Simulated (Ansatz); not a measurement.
# Is BaTi2Bi2O (P4/mmm) a stable metal?, part 2 of 2

Question: is the lattice of BaTi2Bi2O (P4/mmm) stable, and if so, what are its coupling constant and resistivity?

Ansatz 0.2.0; DFT PBEsol, scalar-relativistic, plane waves, PAW; PAW set soft_1.

So far. Step 2 (Relaxing cell and atoms): The largest force is now 0.0012 eV/Å and the largest stress component 0.025 GPa. Step 3 (Tight relaxation): The largest force is now 2.8e-5 eV/Å and the largest stress component 0.0031 GPa, small enough for phonons. The relaxed cell has a = 4.052, c = 8.474 Å (conventional setting).

## Step 4: Lattice stability: q 2×2×1, k 4×4×2

Before any scattering is computed, the phonons show whether the structure is a minimum.

Contents of input.yaml:

```yaml
crystal:
  lattice:
    - [4.0523746416, 0.0, 0.0]
    - [0.0, 4.0523746416, 0.0]
    - [0.0, 0.0, 8.4744069899]
  atoms:
    - { symbol: Ba, position: [0.5, 0.5, 0.5] }
    - { symbol: Ti, position: [0.0, 0.5, 0.0] }
    - { symbol: Ti, position: [0.5, 0.0, 0.0] }
    - { symbol: Bi, position: [0.0, 0.0, 0.2498079491] }
    - { symbol: Bi, position: [0.0, 0.0, 0.7501920509] }
    - { symbol: O, position: [0.5, 0.5, 0.0] }
kpoints:
  mp_grid: { grid: [4, 4, 2] }
hamiltonian:
  xc: pbesol
  pseudopotentials: { kind: paw, azcp: { folder: soft_1 }, xc_functional: pbe }
scf:
  occupations: { method: methfessel_paxton, width: 0.2 }
output:
  eigenvalues: true
phonons:
  method: dfpt
  qmesh: [2, 2, 1]
  temperatures: { t_max: 1000, t_step: 50 }
  qpath:
    path:
      - [[0.0, 0.0, 0.0], [0.0, 0.5, 0.0], [0.5, 0.5, 0.0], [0.0, 0.0, 0.0], [0.0, 0.0, 0.5], [0.0, 0.5, 0.5], [0.5, 0.5, 0.5], [0.0, 0.0, 0.5]]
      - [[0.0, 0.5, 0.0], [0.0, 0.5, 0.5]]
      - [[0.5, 0.5, 0.0], [0.5, 0.5, 0.5]]
    npoints: 10
```

Run with:

```sh
ansatz run input.yaml --threads 8 --pin off --max-ram 20480MiB --backend cpu --events-out ev --progress --plain --runs-dir out
```

Numbers of over 12 decimals in the logs are rounded to 6 here.

Output:

```text
[...]
Crystal: 6 atoms, lattice volume = 139.165 Å³
Basis set: ecut = 420 eV, 2733 PW (Γ), exchange–correlation on 60×60×120 points (8 copies of the dense FFT grid, shifted against one another)
Bands: 42, of which v1, the nominal top of the filled ones, is band 35 counted from 1 (34 counted from 0)
Symmetry: 16 space group operations
k-points: 12 of 32
[...]
SCF iter   1: F=—  HF=-35874.923234 eV  |F-HF|=—  |Δ(HF+E_count)|=         —  Δρ=1.24e-1  dr2=1.20e2  ethr=3.10e-3  ⟨swp⟩=10.4  Hψ=2426  notcnv=0
[...]
SCF iter  15: F=-35865.537284 eV  HF=-35865.537284 eV  |F-HF|=1.46e-11  |Δ(HF+E_count)|=  1.46e-11  S|Δr|=    0.00e0  Δρ=3.41e-8  dr2=2.37e-12  ethr=1.00e-12  ⟨swp⟩=12.0  Hψ=2706  notcnv=0
SCF 1 converged in 15 iterations: F = -35865.537284 eV  dr2 = 2.37e-12
[...]
phonons: the bands overlap, so this run is a metal and interpolates without the dipole-dipole term. If the crystal is really an insulator or semiconductor, its LO-TO splitting is missing
NSCF: frozen V_eff on 12 k-points
[...]
DFPT response loops at q = (0, 0, 0) (fractional): preconditioner auto → Kerker (q_TF=auto, 2.433 Å⁻¹) (partly filled bands, converged f_vac=0.000); β = 1.00, the filter's whole step (`scf.mixing.beta` (0.50) is not read by the response loops under this deck's `scf.mixing.preconditioner`; to damp them name `kerker` or `kerker_dos`, under which they read `scf.mixing.beta`, and type it under 1.00, their step now; both keys bind the ground state too); Anderson in place of MSR1; while a model of the screening serves, it and β = 1 on shorter waves in the place of filter and β
[...]
SCF converged after 15 iterations
Stability not checked: this state was not tested for a lower state beside it, because cold or Methfessel-Paxton smearing, or corrected tetrahedra, fill the levels in a way that the test cannot read (fill_not_monotonic; see scf.lower_state_search)
Free energy (F): -35865.537284 eV
[...]
Internal energy: -35865.533767 eV  (E = F + TS)
E sigma→0 (E₀):  -35865.536405 eV
Entropy (-TS):   -0.003517 eV (-0.586 meV/atom)
Fermi energy:    12.093362 eV
Step filling:    the computed levels leave a gap of 0.0049 eV = 0.0 smearing widths at the electron count; against every level under it full and every level over it empty, smearing changes F+E_penalty+E_count by -3.470 meV and its σ→0 estimate by -2.591 meV
[...]
--- Band table (eV; the first three rows and the last of 12) ---
  k-point 0: bands = [... 31 lower, 10.4339, 10.6742, 11.6522, 11.9199, 12.2754, 12.2754, 12.8486, 13.1750, ... 3 higher]
  k-point 1: bands = [... 31 lower, 10.2073, 10.4339, 11.6082, 11.7879, 11.7879, 12.0664, 12.5919, 13.2093, ... 3 higher]
  k-point 2: bands = [... 31 lower, 10.4426, 10.7956, 10.8500, 11.2261, 12.3625, 12.8281, 12.8633, 13.1761, ... 3 higher]
  k-point 11: bands = [... 31 lower, 9.5870, 9.5870, 10.1972, 11.7802, 11.7802, 13.3581, 13.3581, 13.4806, ... 3 higher]
--- Phonons (Γ-DFPT): 9 representative perturbations + reference (Σ response iterations 47) ---
  ASR residual: 1.109e-4 → 0.000e0 eV/Å²; symmetrization residual: 2.288e-6 eV/Å²
  ASR residual per site (eV/Å²): 3.99e-6 4.79e-5 4.79e-5 9.39e-6 9.39e-6 1.11e-4
  Γ frequencies (cm⁻¹): 0.00 0.00 0.00 56.05 56.05 72.37 75.78 75.78 106.36 106.36 112.81 204.66 217.19 266.55 266.55 291.48 512.22 512.22
--- Phonons (arbitrary-q DFPT): 3 irreducible q on the 2×2×1 mesh ---
  q = [0.0000, 0.0000, 0.0000] (star 1, of the zone-centre solve; hermiticity 3.45e-7, symmetrization 8.61e-13): -0.00 -0.00 0.00 56.05 56.05 72.37 75.78 75.78 106.36 106.36 112.81 204.66 217.19 266.55 266.55 291.48 512.22 512.22
  q = [0.0000, -0.5000, 0.0000] (star 2, 15 solved perturbations in 162 linear systems a pass and spin channel, the states on 18 of 32 k-point pairs; hermiticity 3.68e-7, symmetrization 3.67e-14): -27.74 -4.93 45.85 59.99 69.27 70.46 76.15 86.97 88.40 89.07 111.58 169.39 204.01 210.01 224.18 276.17 499.08 537.78
[...]
sum rule: each row above includes the acoustic sum rule's correction from the zone centre's row sums; it moved no ω² by more than (1.37 cm⁻¹)²
  mesh force constants: q→R imaginary residual 5.31e-18; ASR residual 1.109e-4 → 0.000e0 eV/Å²; symmetrization residual 1.421e-14 eV/Å²
  interpolated dispersion: 93 rows × 18 modes
  density of states and harmonic sums: on the 16×16×8 q-mesh, interpolated from the force constants of a 2×2×1 supercell (no non-analytic term)
  largest difference from the sums on the solved wave vectors: F 2.67e-1 eV, S 3.60e-4 and C_V 9.28e-5 eV/K
  zero-point energy: 0.186631 eV/cell   skipped modes (ω ≤ 0): 204, of them read as no rigid motion or as one in doubt: 201 (9.209e-1 modes/cell left out, lowest -120.24 cm⁻¹)   left out of the sums: 5.12e-2 of the cell's modes: C_V's classical limit lies that fraction below 3 k_B per atom; for a crystal, a wire or a layer, F and S can be off by more, and a phonons.interpolated_qmesh denser along its periods is the remedy for the sampling
```

Wall time 66 s (8 threads of Arm Neoverse V1, shared host); peak memory 2.7 GiB; 7.4 min of CPU time.

In the SCF lines HF is the Harris–Foulkes energy and dr2 the Hartree energy of the density residual, in eV; the loop may stop once dr2 is under the threshold and the program's other checks hold. Hψ counts applications of the Hamiltonian.

This step gave:

- share of imaginary modes in the plain interpolation between solved wavevectors: 0.0519
- highest frequency, solved or plainly interpolated: 537.8 cm⁻¹

Solved on the 2×2×1 mesh alone; all other wavevectors are interpolated, and an axis with one point has no dispersion of its own. Phonon branches along the path, in cm⁻¹:

| point | branch 1 | branch 2 | branch 3 | branch 4 | branch 15 | branch 16 | branch 17 | branch 18 |
| --- | --- | --- | --- | --- | --- | --- | --- | --- |
| Γ | 0 | 0 | 0 | 56 | 266 | 292 | 512 | 512 |
| halfway | -41 | 39 | 44 | 50 | 260 | 269 | 506 | 524 |
| X | -28 | -5 | 46 | 60 | 224 | 276 | 499 | 538 |
| halfway | -100 | 36 | 63 | 64 | 262 | 332 | 513 | 531 |
| M | -120 | 49 | 67 | 67 | 303 | 390 | 524 | 524 |
| halfway | -74 | 41 | 55 | 62 | 244 | 298 | 516 | 521 |
| Γ | 0 | 0 | 0 | 56 | 266 | 292 | 512 | 512 |
| halfway | 24 | 24 | 25 | 54 | 266 | 292 | 512 | 512 |
| Z | 42 | 42 | 42 | 46 | 266 | 292 | 512 | 512 |
| halfway | -37 | 30 | 40 | 49 | 260 | 269 | 506 | 524 |
| R | -28 | 41 | 52 | 53 | 224 | 276 | 499 | 538 |
| halfway | -100 | 44 | 48 | 62 | 262 | 332 | 513 | 531 |
| A | -120 | 50 | 55 | 55 | 303 | 390 | 524 | 524 |
| halfway | -74 | 43 | 48 | 56 | 244 | 298 | 516 | 521 |
| Z | 42 | 42 | 42 | 46 | 266 | 292 | 512 | 512 |
| jump to X | -28 | -5 | 46 | 60 | 224 | 276 | 499 | 538 |
| halfway | -28 | 24 | 49 | 63 | 224 | 276 | 499 | 538 |
| R | -28 | 41 | 52 | 53 | 224 | 276 | 499 | 538 |
| jump to M | -120 | 49 | 67 | 67 | 303 | 390 | 524 | 524 |
| halfway | -120 | 49 | 59 | 59 | 303 | 390 | 524 | 524 |
| A | -120 | 50 | 55 | 55 | 303 | 390 | 524 | 524 |

Lowest modes at the softest wavevector of the mesh. The modes at q = (0.500, 0.500, 0.000) (shares of kinetic energy by element, %) (negative means imaginary):

| mode | frequency (cm⁻¹) | Ba % | Ti % | Bi % | O % |
| --- | --- | --- | --- | --- | --- |
| 1 | -120.2 | 0 | 100 | 0 | 0 |
| 2 | 48.6 | 100 | 0 | 0 | 0 |
| 3 | 67.1 | 36 | 0 | 64 | 0 |
| 4 | 67.1 | 36 | 0 | 64 | 0 |
| 5 | 68.4 | 0 | 7 | 93 | 0 |
| 6 | 68.4 | 0 | 7 | 93 | 0 |

Displacements in mode 1 (-120.2 cm⁻¹), the largest set to 1, in the home cell:
```
Ba1  0.00  0.00  0.00
Ti2  0.00 -1.00  0.00
Ti3  1.00  0.00  0.00
Bi4  0.00  0.00  0.00
Bi5  0.00  0.00  0.00
O6   0.00  0.00  0.00
```

Displacements in mode 5 (68.4 cm⁻¹), the largest set to 1, in the home cell (x, y, z of the real part, then of the imaginary part):
```
Ba1  0.00  0.00  0.00  0.00  0.00  0.00
Ti2  0.00  0.00 -0.15  0.00  0.00  0.12
Ti3  0.00  0.00 -0.81  0.00  0.00 -0.02
Bi4  1.00  0.18  0.00  0.03 -0.15  0.00
Bi5 -1.00 -0.18  0.00 -0.03  0.15  0.00
O6   0.00  0.00  0.00  0.00  0.00  0.00
```

Among the solved wavevectors the lowest mode, translations apart, is -120 cm⁻¹, imaginary.

## Step 5: Phonons: q 2×2×1, k 6×6×3

An imaginary mode on so few k-points may come from the sampling, so the phonons are repeated with another k mesh.

input.yaml, as its differences from that of step 4:

```diff
@@ -13,3 +13,3 @@
 kpoints:
-  mp_grid: { grid: [4, 4, 2] }
+  mp_grid: { grid: [6, 6, 3] }
 hamiltonian:
```

The mesh is denser.

Output:

```text
[...]
Crystal: 6 atoms, lattice volume = 139.165 Å³
Basis set: ecut = 420 eV, 2733 PW (Γ), exchange–correlation on 60×60×120 points (8 copies of the dense FFT grid, shifted against one another)
Bands: 42, of which v1, the nominal top of the filled ones, is band 35 counted from 1 (34 counted from 0)
Symmetry: 16 space group operations
k-points: 20 of 108
[...]
SCF iter   1: F=—  HF=-35875.055201 eV  |F-HF|=—  |Δ(HF+E_count)|=         —  Δρ=1.22e-1  dr2=1.16e2  ethr=3.10e-3  ⟨swp⟩=10.8  Hψ=4087  notcnv=0
[...]
SCF iter  15: F=-35865.616316 eV  HF=-35865.616316 eV  |F-HF|=0.00e0  |Δ(HF+E_count)|=    0.00e0  S|Δr|=    0.00e0  Δρ=3.37e-8  dr2=1.45e-12  ethr=1.00e-12  ⟨swp⟩=11.6  Hψ=4388  notcnv=0
SCF 1 converged in 15 iterations: F = -35865.616316 eV  dr2 = 1.45e-12
[...]
SCF converged after 15 iterations
[...]
Free energy (F): -35865.616316 eV
[...]
Internal energy: -35865.614155 eV  (E = F + TS)
E sigma→0 (E₀):  -35865.615775 eV
Entropy (-TS):   -0.002161 eV (-0.360 meV/atom)
Fermi energy:    11.985074 eV
[...]
--- Band table (eV; the first three rows and the last of 20) ---
  k-point 0: bands = [... 31 lower, 10.4202, 10.6613, 11.6568, 11.9076, 12.2861, 12.2861, 12.8386, 13.1664, ... 3 higher]
  k-point 1: bands = [... 31 lower, 10.1722, 10.4202, 11.5880, 11.9019, 11.9019, 12.0060, 12.6572, 13.1965, ... 3 higher]
  k-point 2: bands = [... 31 lower, 10.2490, 10.6157, 10.9926, 11.2531, 12.3088, 12.7083, 13.0119, 13.0178, ... 3 higher]
  k-point 19: bands = [... 31 lower, 9.4635, 9.4635, 10.1534, 11.7913, 11.7913, 13.4786, 13.5181, 13.5181, ... 3 higher]
[...]
ASR residual: 8.964e-5 → 0.000e0 eV/Å²; symmetrization residual: 6.451e-6 eV/Å²
  ASR residual per site (eV/Å²): 1.05e-5 4.75e-5 4.75e-5 1.29e-5 1.29e-5 8.96e-5
[...]
--- Phonons (arbitrary-q DFPT): 3 irreducible q on the 2×2×1 mesh ---
[...]
q = [0.0000, -0.5000, 0.0000] (star 2, 15 solved perturbations on 32 of 108 k-point pairs; hermiticity 7.77e-7, symmetrization 4.41e-14): 13.87 55.14 59.58 74.67 75.66 78.31 85.74 89.53 107.24 114.20 129.15 183.16 208.39 212.19 236.34 296.84 499.01 543.53
[...]
interpolated dispersion: 93 rows × 18 modes
[...]
```

Elapsed: 2.2 min, on 8 threads; peak memory 1.2 GiB.

This step gave:

```
share of imaginary modes in the plain interpolation between solved wavevectors : 0.0296
highest frequency, solved or plainly interpolated                              : 543.5 cm⁻¹
```

Solved on the 2×2×1 mesh alone; all other wavevectors are interpolated, and an axis with one point has no dispersion of its own. Phonon branches along the path, in cm⁻¹:

| point | branch 1 | branch 2 | branch 3 | branch 4 | branch 15 | branch 16 | branch 17 | branch 18 |
| --- | --- | --- | --- | --- | --- | --- | --- | --- |
| Γ | 0 | 0 | 0 | 67 | 266 | 285 | 514 | 514 |
| halfway | 16 | 42 | 45 | 60 | 262 | 275 | 506 | 528 |
| X | 14 | 55 | 60 | 75 | 236 | 297 | 499 | 544 |
| halfway | -79 | 38 | 65 | 66 | 284 | 342 | 517 | 537 |
| M | -122 | 52 | 69 | 69 | 324 | 394 | 531 | 531 |
| halfway | -48 | 44 | 57 | 67 | 251 | 307 | 520 | 525 |
| Γ | 0 | 0 | 0 | 67 | 266 | 285 | 514 | 514 |
| halfway | 23 | 23 | 27 | 60 | 266 | 285 | 514 | 514 |
| Z | 40 | 40 | 46 | 48 | 266 | 285 | 514 | 514 |
| halfway | 31 | 32 | 42 | 51 | 262 | 275 | 506 | 528 |
| R | 40 | 56 | 57 | 66 | 236 | 297 | 499 | 544 |
| halfway | -79 | 46 | 52 | 66 | 284 | 342 | 517 | 537 |
| A | -122 | 52 | 58 | 58 | 324 | 394 | 531 | 531 |
| halfway | -45 | 45 | 50 | 57 | 251 | 307 | 520 | 525 |
| Z | 40 | 40 | 46 | 48 | 266 | 285 | 514 | 514 |
| jump to X | 14 | 55 | 60 | 75 | 236 | 297 | 499 | 544 |
| halfway | 27 | 55 | 62 | 68 | 236 | 297 | 499 | 544 |
| R | 40 | 56 | 57 | 66 | 236 | 297 | 499 | 544 |
| jump to M | -122 | 52 | 69 | 69 | 324 | 394 | 531 | 531 |
| halfway | -122 | 52 | 62 | 62 | 324 | 394 | 531 | 531 |
| A | -122 | 52 | 58 | 58 | 324 | 394 | 531 | 531 |

Lowest modes at the softest wavevector of the mesh. Modes at q = (0.500, 0.500, 0.000), with each element's share of the kinetic energy (negative means imaginary):

| mode | frequency (cm⁻¹) | Ba % | Ti % | Bi % | O % |
| --- | --- | --- | --- | --- | --- |
| 1 | -122.2 | 0 | 100 | 0 | 0 |
| 2 | 51.8 | 100 | 0 | 0 | 0 |
| 3 | 68.7 | 40 | 0 | 60 | 0 |
| 4 | 68.7 | 40 | 0 | 60 | 0 |
| 5 | 71.7 | 0 | 7 | 93 | 0 |
| 6 | 71.7 | 0 | 7 | 93 | 0 |

The modes has structure finer than the step of the table below, so its rows give means over 25 cm⁻¹, whole bins alone (the curve runs from -131 to 570 cm⁻¹). Peaks (cm⁻¹: height): Ba 58.5: 0.0539; Bi 76.1: 0.106; O 243.5: 0.0416, 529.8: 0.0494; Ti 98.1: 0.0146, 151.0: 0.0257, 195.0: 0.0715, 269.9: 0.0199.

Phonopy on the run's constants, 15x15x7 mesh, Gaussian sigma 5.0 cm⁻¹. Table of modes by wavenumber; means over each step; values in 1/cm⁻¹/cell:

| wavenumber (cm⁻¹) | Ba | Bi | O | Ti |
| --- | --- | --- | --- | --- |
| -100 | 0 | 6.0e-5 | 5.9e-6 | 0.00453 |
| -75 | 5.4e-6 | 1.9e-4 | 2.3e-5 | 0.00379 |
| -50 | 3.6e-5 | 8.1e-4 | 7.6e-5 | 0.00451 |
| -25 | 1.3e-4 | 0.00123 | 1.0e-4 | 0.00180 |
| 0 | 5.9e-4 | 0.00283 | 1.7e-4 | 0.00175 |
| 25 | 0.00789 | 0.0177 | 6.8e-4 | 0.00543 |
| 50 | 0.0419 | 0.0359 | 5.3e-4 | 0.00457 |
| 75 | 0.0380 | 0.0882 | 4.0e-4 | 0.00559 |
| 100 | 0.0261 | 0.0746 | 1.0e-3 | 0.0122 |
| 125 | 0.00519 | 0.00776 | 5.7e-4 | 0.00601 |
| 150 | 2.1e-5 | 7.6e-4 | 8.3e-4 | 0.0163 |
| 175 | 1.5e-5 | 0.00160 | 7.1e-4 | 0.0208 |
| 200 | 3.5e-5 | 0.00685 | 0.00230 | 0.0628 |
| 225 | 5.4e-6 | 7.5e-4 | 0.00566 | 0.0178 |
| 250 | 8.0e-6 | 3.8e-4 | 0.0252 | 0.0114 |
| 275 | 0 | 1.6e-4 | 0.00733 | 0.0183 |
| 300 | 0 | 8.8e-5 | 8.1e-4 | 0.0171 |
| 325 | 0 | 2.5e-5 | 4.1e-4 | 0.00791 |
| 350 | 0 | 0 | 2.8e-4 | 0.00411 |
| 375 | 0 | 0 | 1.3e-4 | 0.00333 |
| 400 | 0 | 0 | 8.4e-6 | 8.0e-4 |
| 425 | 0 | 0 | 0 | 0 |
| 450 | 0 | 0 | 0 | 0 |
| 475 | 0 | 0 | 4.3e-5 | 8.9e-6 |
| 500 | 0 | 8.3e-6 | 0.0177 | 0.00317 |
| 525 | 0 | 3.5e-5 | 0.0445 | 0.00379 |
| 550 | 0 | 7.7e-6 | 0.0105 | 2.0e-4 |

No LO-TO term; unit eigenvectors of the mass-weighted matrix. The modes at Γ (shares of kinetic energy by element, %):

| mode | frequency (cm⁻¹) | symmetry | Ba % | Ti % | Bi % | O % |
| --- | --- | --- | --- | --- | --- | --- |
| 1 | 0.0 | unnamed | 21 | 14 | 63 | 2 |
| 2 | 0.0 | unnamed | 21 | 14 | 63 | 2 |
| 3 | 0.0 | unnamed | 21 | 14 | 63 | 2 |
| 4 | 67.2 | Eu | 79 | 6 | 14 | 1 |
| 5 | 67.2 | Eu | 79 | 6 | 14 | 1 |
| 6 | 75.7 | Eg | 0 | 0 | 100 | 0 |
| 7 | 75.7 | Eg | 0 | 0 | 100 | 0 |
| 8 | 77.9 | A2u | 79 | 6 | 14 | 2 |
| 9 | 113.4 | A1g | 0 | 0 | 100 | 0 |
| 10 | 117.9 | Eu | 0 | 69 | 23 | 8 |
| 11 | 117.9 | Eu | 0 | 69 | 23 | 8 |
| 12 | 203.4 | A2u | 0 | 63 | 24 | 13 |
| 13 | 216.7 | B2u | 0 | 100 | 0 | 0 |
| 14 | 266.3 | Eu | 0 | 95 | 0 | 5 |
| 15 | 266.3 | Eu | 0 | 95 | 0 | 5 |
| 16 | 284.6 | A2u | 0 | 17 | 0 | 83 |
| 17 | 513.8 | Eu | 0 | 16 | 0 | 84 |
| 18 | 513.8 | Eu | 0 | 16 | 0 | 84 |

Displacements in mode 5 (67.2 cm⁻¹), the largest set to 1:
```
Ba1  1.00 -0.51  0.00
Ti2 -0.32  0.16  0.00
Ti3 -0.32  0.16  0.00
Bi4 -0.24  0.12  0.00
Bi5 -0.24  0.12  0.00
O6  -0.32  0.16  0.00
```

Displacements in mode 6 (75.7 cm⁻¹), the largest set to 1:
```
Ba1  0.00  0.00  0.00
Ti2  0.00  0.00  0.00
Ti3  0.00  0.00  0.00
Bi4 -1.00  0.04  0.00
Bi5  1.00 -0.04  0.00
O6   0.00  0.00  0.00
```

Among the solved wavevectors the lowest mode, translations apart, is -122 cm⁻¹, imaginary.

## Step 6: Summary of results

```yaml
phonon_run_of_the_rows_without_a_label_of_their_own: PBEsol, q 2×2×1, k 6×6×3
softest_mode_on_the_q_mesh: -122 cm⁻¹ at q = (0.5, 0.5, 0)
highest_frequency_solved_or_plainly_interpolated: 544 cm⁻¹
```

**Reading.** The lattice is dynamically unstable at this level: a mode at q = (0.5, 0.5, 0) is imaginary, 122i cm⁻¹, so no harmonic coupling constant or resistivity is defined for this structure. These meshes are coarse, and single modes of a metal can move by tens of cm⁻¹ with the k mesh. Spin–orbit coupling, left out here, matters for Bi. The phonon runs are not spin-polarised. The PAW files were made for PBE; under other functionals the run regenerates their frozen core.

[Logs are printed without paths, hosts, clocks, repeated set-up lines and the standing remarks that a program may print on its own settings, such as how far it seeks lower states.]

[Hosts, paths, dates, database ids (printed as entryN), source tags and the programs' standing remarks are cut or masked in the printed files.]
